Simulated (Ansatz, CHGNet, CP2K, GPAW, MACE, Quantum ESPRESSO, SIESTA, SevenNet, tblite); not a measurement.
# Al54Cu46 (at. %) with crystalline order left by the classical run (111 atoms) in other programs, against a plane-wave reference

Wanted: errors and costs of other methods on Al54Cu46 (at. %) with crystalline order left by the classical run (111 atoms). A plane-wave run serves as the reference.

Method: Kohn-Sham DFT, PBE, PAW, plane waves, in Ansatz 0.2.0.

In doubt: a PseudoDojo file used here is known to give poor structures and forces (SIESTA), which bears on pressures, cells, forces and phonons.

### Step 1. Set-up

The cell holds 111 atoms: 60 Al and 51 Cu. Its edges and angles: a = 11.739 Å, b = 11.739 Å, c = 11.739 Å, α = 90.0°, β = 90.0°, γ = 90.0°. 111 atoms (60 Al, 51 Cu) placed at random at 4.5 g/cm³, melted at 1800 K for 10 ps at fixed volume with the EAM Al-Cu potential (Cai and Ye, Phys. Rev. B 54, 8398 (1996)). Quenched from 1300 K to 300 K at 500 K/ps and zero pressure, held 5 ps, then minimised at fixed cell. Then every atom was moved at random, 0.03 Å r.m.s. a Cartesian component.

### Step 2. Reference: Ansatz, plane waves

The PAW files are the set soft_2.

The input, input.yaml:

```yaml
crystal:
  lattice:
    - [11.73944, 0.0, 0.0]
    - [0.0, 11.73944, 0.0]
    - [0.0, 0.0, 11.73944]
  atoms:
    - { symbol: Al, position: [0.01001, 0.48354, 0.82726] }
    - { symbol: Al, position: [0.31973, 0.83173, 0.81248] }
    - { symbol: Al, position: [0.03924, 0.71307, 0.46516] }
    - { symbol: Al, position: [0.1909, 0.22707, 0.05914] }
    [... 101 atom lines left out ...]
    - { symbol: Cu, position: [0.76453, 0.94867, 0.45506] }
    - { symbol: Cu, position: [0.45182, 0.9831, 0.47868] }
    - { symbol: Cu, position: [0.62053, 0.56538, 0.90506] }
    - { symbol: Cu, position: [0.31921, 0.30136, 0.26769] }
    - { symbol: Cu, position: [0.05648, 0.07433, 0.96814] }
    - { symbol: Cu, position: [0.87529, 0.31815, 0.7789] }
kpoints:
  mp_grid: { grid: [1, 1, 1] }
hamiltonian:
  xc: pbe
scf:
  occupations: { method: fermi_dirac, width: 0.05 }
output:
  forces: true
  eigenvalues: true
  populations: true
  stress: true
```

Started as:

```
> ansatz run input.yaml --threads 8 --pin off --max-ram 15872MiB --backend cpu --events-out ev --progress --plain --runs-dir out
```

Numbers of over 12 decimals in the logs are rounded to 6 here.

The program printed:

```text
[...]
Pseudopotentials: kind: paw
Pseudopotential: Al, paw, valence charge 3, recommended cutoff 420 eV (normal), Al.paw.azcp
Pseudopotential: Cu, paw, valence charge 19, recommended cutoff 420 eV (normal), Cu.paw.azcp
[... 5 lines on functional and potentials left out ...]
Crystal: 111 atoms, lattice volume = 1617.864 Å³
Basis set: ecut = 420 eV, 31463 PW (Γ), exchange–correlation on 160×160×160 points (8 copies of the dense FFT grid, shifted against one another)
Bands: 690, of which v1, the nominal top of the filled ones, is band 575 counted from 1 (574 counted from 0)
Symmetry: 1 space group operations
Space group: P1 (ITA 1), of the structure as read, at distance tolerance 1.2e-4 Å
k-points: 1
[... 5 lines on functional and potentials left out ...]
Initial density: superposition of atomic densities (neutral atoms: chi_scale 0, normalization atom), corrected by the library's trained network
Initial wavefunctions: pseudopotential atomic-orbital guess
[...]
SCF iter   1: F=—  HF=-370128.667002 eV  |F-HF|=—  |Δ(HF+E_count)|=         —  Δρ=4.93e-3  dr2=1.23e0  ethr=1.77e-3  ⟨swp⟩=6.0  Hψ=2689  notcnv=0  defer=34
preconditioner: auto → Kerker (q_TF=auto, 2.577 Å⁻¹)  [metal: Δε(μ)=0.046 eV  Ē_g=6.526 eV  σ=0.050 eV  W_gap=0.22  n_scr=460 (ndim 8)  ℏωp=25.1 eV  f_vac=0.000  D(μ)=47.92/eV (n_scr^D=340)]
[...]
SCF iter  10: F=—  HF=-370128.463794 eV  |F-HF|=—  |Δ(HF+E_count)|=   5.83e-8  Δρ=4.79e-6  dr2=3.29e-7  ethr=6.56e-11  ⟨swp⟩=2.0  Hψ=1183  notcnv=0  defer=72
SCF iter  11: F=-370128.463794 eV  HF=-370128.463794 eV  |F-HF|=1.75e-8  |Δ(HF+E_count)|=   6.12e-8  Δρ=6.33e-7  dr2=2.11e-8  ethr=8.70e-12  ⟨swp⟩=7.0  Hψ=2783  notcnv=0
SCF 1 converged in 11 iterations: F = -370128.463794 eV  dr2 = 2.11e-8
[...]
SCF converged after 11 iterations
Free energy (F): -370128.463794 eV
Harris-Foulkes:  -370128.463794 eV  (|F-HF|=1.75e-8)
Internal energy: -370128.035511 eV  (E = F + TS)
E sigma→0 (E₀):  -370128.249653 eV
Entropy (-TS):   -0.428282 eV (-3.858 meV/atom)
Fermi energy:    11.330255 eV
--- Per-component energies (eV) ---
[...]
Σ components = -370128.463794   (vs F -370128.463794, Δ=0.00e0)
--- Forces (eV/Å), atoms counted from 1 ---
  atom   1  Al    -0.59540509    -1.17088619    -0.69050734
  atom   2  Al     0.47409372    -0.25474665    -0.23328490
  atom   3  Al    -0.64358742    -0.20028968    -0.21361597
  atom   4  Al     0.08546310    -0.28473232     0.25863769
[...]
atom 111  Cu     0.71384497     0.76585370     0.36934326
  max |Σ_I F_I| component: 1.46e-5 eV/Å
--- Stress (GPa, compression-positive) ---
       -1.199646      -0.300141       0.393781
       -0.300141      -1.641279      -0.012668
        0.393781      -0.012668      -1.376204
  P = ⅓ Tr σ = -1.4057 GPa (-14.057 kbar)
--- Band table (eV) ---
  k-point 0: bands = ["-102.3466", "-102.2767", "-102.2046", "-102.1917", [... 674 levels ...], "15.9986", "16.0132", "16.0715", "16.0789", "16.1107", "16.1707", "16.2148", "16.2326", "16.2983", "16.3084", "16.3420", "16.3772"]
--- Löwdin populations: 111 sites ---
  site symbol       q [e]
     0     Al      3.3398
     1     Al      3.5442
     2     Al      3.3667
[...]
110     Cu     18.3997
  spilling = 0.007404 (of n_electrons = 1149.000000)
```

It took 25 s on 8 threads of Arm Neoverse V2, shared host; peak memory 2.9 GiB.

Reading the cycles: dr2 is the Hartree energy of the density residual (eV), the measure of convergence; HF is the Harris–Foulkes estimate of the energy, which meets the free energy F at convergence.

Numbers from this run:

- free energy: -370128.4638 eV
- free energy per atom: -3334.4907 eV/atom
- SCF cycles: 11
- pressure: -1.406 GPa
- r.m.s. force component: 0.3363 eV/Å
- longest force: 1.484 eV/Å
- Fermi energy: 11.33 eV
- levels partly filled by over 2 per cent: 12
- spilling of the projection: 0.007404

Neighbours are counted within 3.52 Å (Al-Al), 3.52 Å (Al-Cu), 3.52 Å (Cu-Cu).

Length of the force by element and coordination:

| element | coordination | atoms | mean length of the force (eV/Å) | spread | least | most |
| --- | --- | --- | --- | --- | --- | --- |
| Al | all | 60 | 0.531 | 0.283 | 0.133 | 1.48 |
| Al | 11 | 1 | 0.502 | 0 | 0.502 | 0.502 |
| Al | 12 | 9 | 0.613 | 0.190 | 0.257 | 0.914 |
| Al | 13 | 27 | 0.626 | 0.348 | 0.145 | 1.48 |
| Al | 14 | 15 | 0.403 | 0.104 | 0.133 | 0.536 |
| Al | 15 | 8 | 0.364 | 0.186 | 0.179 | 0.694 |
| Cu | all | 51 | 0.492 | 0.265 | 0.112 | 1.35 |
| Cu | 11 | 5 | 0.542 | 0.156 | 0.328 | 0.735 |
| Cu | 12 | 23 | 0.541 | 0.301 | 0.141 | 1.35 |
| Cu | 13 | 19 | 0.411 | 0.238 | 0.112 | 0.840 |
| Cu | 14 | 4 | 0.533 | 0.143 | 0.359 | 0.728 |

The levels nearest the highest filled one (over half full), pooled over k-points and spins:

| level less the highest filled one (eV) | occupation |
| --- | --- |
| -0.164 | 1.94 |
| -0.138 | 1.90 |
| -0.118 | 1.85 |
| -0.0946 | 1.77 |
| -0.0059 | 1.14 |
| 0 | 1.08 |
| 0.0299 | 0.789 |
| 0.106 | 0.25 |
| 0.134 | 0.15 |
| 0.154 | 0.104 |
| 0.188 | 0.053 |
| 0.225 | 0.026 |

### Step 3. Local order

Density 4.99 g/cm³, 14.58 Å³ an atom.

Pair distribution functions g(r), in bins of 0.2 Å:

| r (Å) | total | Al-Al | Al-Cu | Cu-Cu |
| --- | --- | --- | --- | --- |
| 2.30 | 0.13 | 0.00 | 0.00 | 0.61 |
| 2.50 | 1.97 | 0.71 | 2.14 | 3.29 |
| 2.70 | 4.25 | 3.82 | 4.94 | 3.22 |
| 2.90 | 2.00 | 2.70 | 2.05 | 0.91 |
| 3.10 | 0.73 | 1.14 | 0.73 | 0.16 |
| 3.30 | 0.40 | 0.47 | 0.42 | 0.27 |
| 3.50 | 0.32 | 0.29 | 0.38 | 0.20 |
| 3.70 | 0.40 | 0.23 | 0.48 | 0.47 |
| 3.90 | 0.51 | 0.38 | 0.54 | 0.62 |
| 4.10 | 0.65 | 0.55 | 0.67 | 0.76 |
| 4.30 | 0.96 | 0.77 | 0.96 | 1.21 |
| 4.50 | 1.19 | 1.04 | 1.32 | 1.07 |
| 4.70 | 1.44 | 1.55 | 1.48 | 1.17 |
| 4.90 | 1.37 | 1.58 | 1.18 | 1.52 |
| 5.10 | 1.46 | 1.43 | 1.48 | 1.42 |
| 5.30 | 1.27 | 1.38 | 1.19 | 1.29 |
| 5.50 | 1.00 | 0.98 | 1.04 | 0.98 |
| 5.70 | 0.66 | 0.70 | 0.64 | 0.66 |

Neighbours by pair of elements; one cutoff, the widest of the pairs' first minima of g(r), serves all pairs of this metal:

| pair A-B | cutoff (Å) | bonds | mean length (Å) | spread (Å) | shortest (Å) | B about A | A about B |
| --- | --- | --- | --- | --- | --- | --- | --- |
| Al-Al | 3.52 | 207 | 2.88 | 0.222 | 2.48 | 6.9 | 6.9 |
| Al-Cu | 3.52 | 386 | 2.81 | 0.24 | 2.42 | 6.43 | 7.57 |
| Cu-Cu | 3.52 | 124 | 2.70 | 0.251 | 2.36 | 4.86 | 4.86 |

How many atoms have how many bonded neighbours:

```
element  mean  11  12  13  14  15
     Al  13.3   1   9  27  15   8
     Cu  12.4   5  23  19   4   0
```

### Step 4. The other programs

The programs:
- CHGNet: machine-learned potential, published weights.
- CP2K 2026.2: Gaussian basis with GTH pseudopotentials and a plane-wave density; labels give functional, basis (MOLOPT sets; SR short-range, UZH the newer set with its own potentials), grid cutoff/relative cutoff and solver (OT: orbital transformation; TRS4, TC2, SIGN: linear-scaling purification with its sparsity filter), or its built-in tight binding.
- GPAW 26.7.0: PAW with atomic orbitals (LCAO), plane waves or a real-space grid of spacing h.
- MACE: machine-learned potential, published weights.
- Quantum ESPRESSO 7.5: plane waves; labels (QE) give functional, pseudopotential set and cutoffs of waves/density.
- SIESTA 5.4.2: numerical atomic orbitals, whose automatically made sets are far from complete, with PseudoDojo norm-conserving potentials that we converted to its format (checked against plane waves on the same files for H, C, O, Si, Ge and Ca alone); labels give functional, basis size, energy shift and mesh cutoff.
- SevenNet: machine-learned potential, published weights.
- tblite 0.8.0: extended tight binding, driven from Python.

All use the same cell and atoms; the electronic-structure runs use the same k-mesh, and an electronic temperature of 580 K (0.05 eV) where levels are smeared.

Differences are against the plane-wave reference, forces as r.m.s. over components; share is that over the reference's r.m.s. force, slope the least-squares factor from reference forces to these. Total energies of different programs have different zeros and aren't compared.

```
                                                         run  Δ force, r.m.s. (meV/Å)  share (%)   slope  Δ pressure (GPa)  cores  CPU time  memory (GiB)
                                                   reference                        -          -       -                 -      8   3.2 min           2.9
                                      CHGNet 0.3.0 potential                      152       45.3   0.805             -1.57      1     3.8 s           1.8
        CP2K PBE, DZVP-MOLOPT-SR, 800/50 Ry, diagonalisation                     29.4       8.75   0.998             0.621      4    18 min           9.7
CP2K PBE, SZV-MOLOPT-SR, 800/50 Ry, diagonalisation (coarse)                      144       42.7   1.133              8.36      2   7.5 min           5.5
                                 GPAW PBE, LCAO dzp, h 0.2 Å                     25.4       7.56   1.004                 -      2    15 min           3.0
           GPAW PBE, LCAO dzp, h 0.2 Å, other mixer settings                     25.8       7.68   1.004                 -      2    18 min           3.0
                    GPAW PBE, LCAO sz(dzp), h 0.2 Å (coarse)                      196       58.3   1.033                 -      1   2.5 min           1.9
                   GPAW PBE, LCAO szp(dzp), h 0.2 Å (coarse)                     63.4       18.8   0.977                 -      1   9.9 min           2.5
                                 MACE MP-0b2 small potential                      145       43.3   0.865             -1.67      1     5.8 s          0.67
                    QE PBE, sssp-1.3.0-efficiency, 60/480 Ry                     2.16      0.641   1.002            -0.017      4    31 min           7.5
         SIESTA PBE, DZ, shift 0.01 Ry, mesh 500 Ry (coarse)                      160       47.5   1.006              4.56      2    11 min           2.5
                 SIESTA PBE, DZP, shift 0.01 Ry, mesh 500 Ry                     36.2       10.8   1.008            -0.846      4    29 min           4.6
                 SIESTA PBE, DZP, shift 0.02 Ry, mesh 500 Ry                     96.1       28.6   1.165             -4.03      4    19 min           3.7
                                        SevenNet 0 potential                      147       43.7   0.886             -1.86      1     6.8 s           1.0
                                             tblite GFN1-xTB                      561        167  -0.012              25.6      1      16 s          0.22
                                            tblite IPEA1-xTB                      570        169   0.260              38.0      1      15 s          0.22
```

Rows marked coarse were listed beforehand as settings not expected to be converged; some can still land near the reference.

Times of the machine-learned potentials are mostly Python's start and the loading of weights.

CPU time is summed over cores on a shared host, where runs went side by side, so it is rough. Symmetry, cutoffs, thresholds, outputs and thread counts weren't matched or tuned between programs; memory under MPI is the largest rank's times the ranks.

Runs without a result: CP2K GFN1-xTB, diagonalisation (not converged, the SCF not settling).

Mean charges by element (e), by run and scheme:

```
                                                 run     scheme     Al     Cu
CP2K PBE, DZVP-MOLOPT-SR, 800/50 Ry, diagonalisation   Mulliken  +0.46  -0.54
         SIESTA PBE, DZP, shift 0.01 Ry, mesh 500 Ry  Hirshfeld  -0.25  +0.29
         SIESTA PBE, DZP, shift 0.02 Ry, mesh 500 Ry  Hirshfeld  -0.30  +0.35
                                     tblite GFN1-xTB   Mulliken  +0.37  -0.44
                                    tblite IPEA1-xTB   Mulliken  +0.32  -0.38
```

Within one program, basis, potentials and functional, energies share a zero. Each run against its twin at the usual cutoff or grid and solver:

```csv
run,twin,Δ energy (meV/atom),"Δ force, r.m.s. (meV/Å)",CPU time over the twin's
"GPAW PBE, LCAO dzp, h 0.2 Å, other mixer settings","LCAO dzp, h 0.2 Å",1.0e-4,1.82,1.2
```

### Step 5. Outcome

* reference r.m.s. force component: 0.336 eV/Å
* nearest in forces: QE PBE, sssp-1.3.0-efficiency, 60/480 Ry, 0.64 %
* farthest in forces: tblite IPEA1-xTB, 169 %
* cheapest electronic-structure run beside the reference: tblite IPEA1-xTB, 15 s of CPU time

In words: PBE on plane waves or a grid with other potentials, cutoffs or grids, coarse settings apart, differs from the reference by 0.64 % (QE PBE, sssp-1.3.0-efficiency, 60/480 Ry) of the r.m.s. force; this holds the reference's own error, so differences of a few per cent don't tell which side is nearer the exact PBE result (QE's 60 Ry are 816 eV, against the reference's 420 eV). The PBE runs in local orbitals, coarse settings apart, differ by 7.6 % (GPAW PBE, LCAO dzp, h 0.2 Å) to 29 % (SIESTA PBE, DZP, shift 0.02 Ry, mesh 500 Ry); basis, grid and potentials can all enter. Tight binding differs by 167 % (tblite GFN1-xTB) to 169 % (tblite IPEA1-xTB); it is another model, with fitted parameters of its own, and the xTB methods hold dispersion. Machine-learned potentials differ by 43 % (MACE MP-0b2 small potential) to 45 % (CHGNet 0.3.0 potential); they were trained on other programs' data. The cause of differences this large wasn't tested. Among those trained on PBE data the slope goes as low as 0.81, with a correlation of 0.89, so directions differ as well as sizes. IPEA1-xTB was fitted to ionisation energies and electron affinities, not to forces or charges. Runs with settings chosen to be coarse differ by 19 % (GPAW PBE, LCAO szp(dzp), h 0.2 Å) to 58 % (GPAW PBE, LCAO sz(dzp), h 0.2 Å), their programs' other errors included. Of the electronic-structure runs that take under half the reference's CPU time, tblite GFN1-xTB is among the nearest, at 167 % in 16 s against 3.2 min, too far off to be of use; its pressure misses by +25.6 GPa. SIESTA PBE, DZP, shift 0.02 Ry, mesh 500 Ry stiffens the forces by a factor of 1.17 while following their directions (correlation 0.981); the slopes of the 3 SIESTA runs lie between 1.01 and 1.17. In pressure, CP2K PBE, SZV-MOLOPT-SR, 800/50 Ry, diagonalisation misses by +8.4 GPa, at the same functional. Charges hang on model, scheme and program or settings: among these rows the mean for Cu runs from -0.54 to +0.35 e, even in sign. In the reference: 12 levels are partly filled, by over 2 % (at Γ alone), as in a metal. In the reference: first main peaks of g(r), for some of the pairs, lie near 2.8 Å (Al-Al), 2.7 Å (Al-Cu) and 2.6 Å (Cu-Cu). Periodic xTB results under one method name differ between programs and library versions. The potentials hold different valence shells: 1149 electrons in the reference, 741 in Quantum ESPRESSO with SSSP, 741 in GPAW and 741 in CP2K with SZV-MOLOPT-SR; this bears on time and differences. A potential file of the SIESTA runs is in doubt, which bears on their forces and pressure. The electron count is odd in these runs, and they have no spin polarisation, so the unpaired electron is spread evenly over both spins. Machine-learned potentials mimic data converged in k, so the reference's own k-point error enters their differences. The quench rate of 500 K/ps is many orders above laboratory rates, so the cell is likely richer in defects and strain than a real sample. The network of bonds at the start is that of the classical potential that made the cell, and needn't be the one that DFT or experiment would give. The electron count is odd and the run has no spin polarisation, so levels at the top are partly filled by construction. The electronic-structure runs sample only Γ, in a cell whose shortest periodic width is 12 Å, which is coarse for a cell with partly filled levels.

[Also dropped from logs without a mark: logging warnings of Python, and SIESTA's first energy breakdown and zero terms.]

[Logs are printed without paths, hosts, clocks, repeated set-up lines and the standing remarks that a program may print on its own settings, such as how far it seeks lower states.]

[Hosts, paths, dates, database ids (printed as entryN), source tags and the programs' standing remarks are cut or masked in the printed files.]
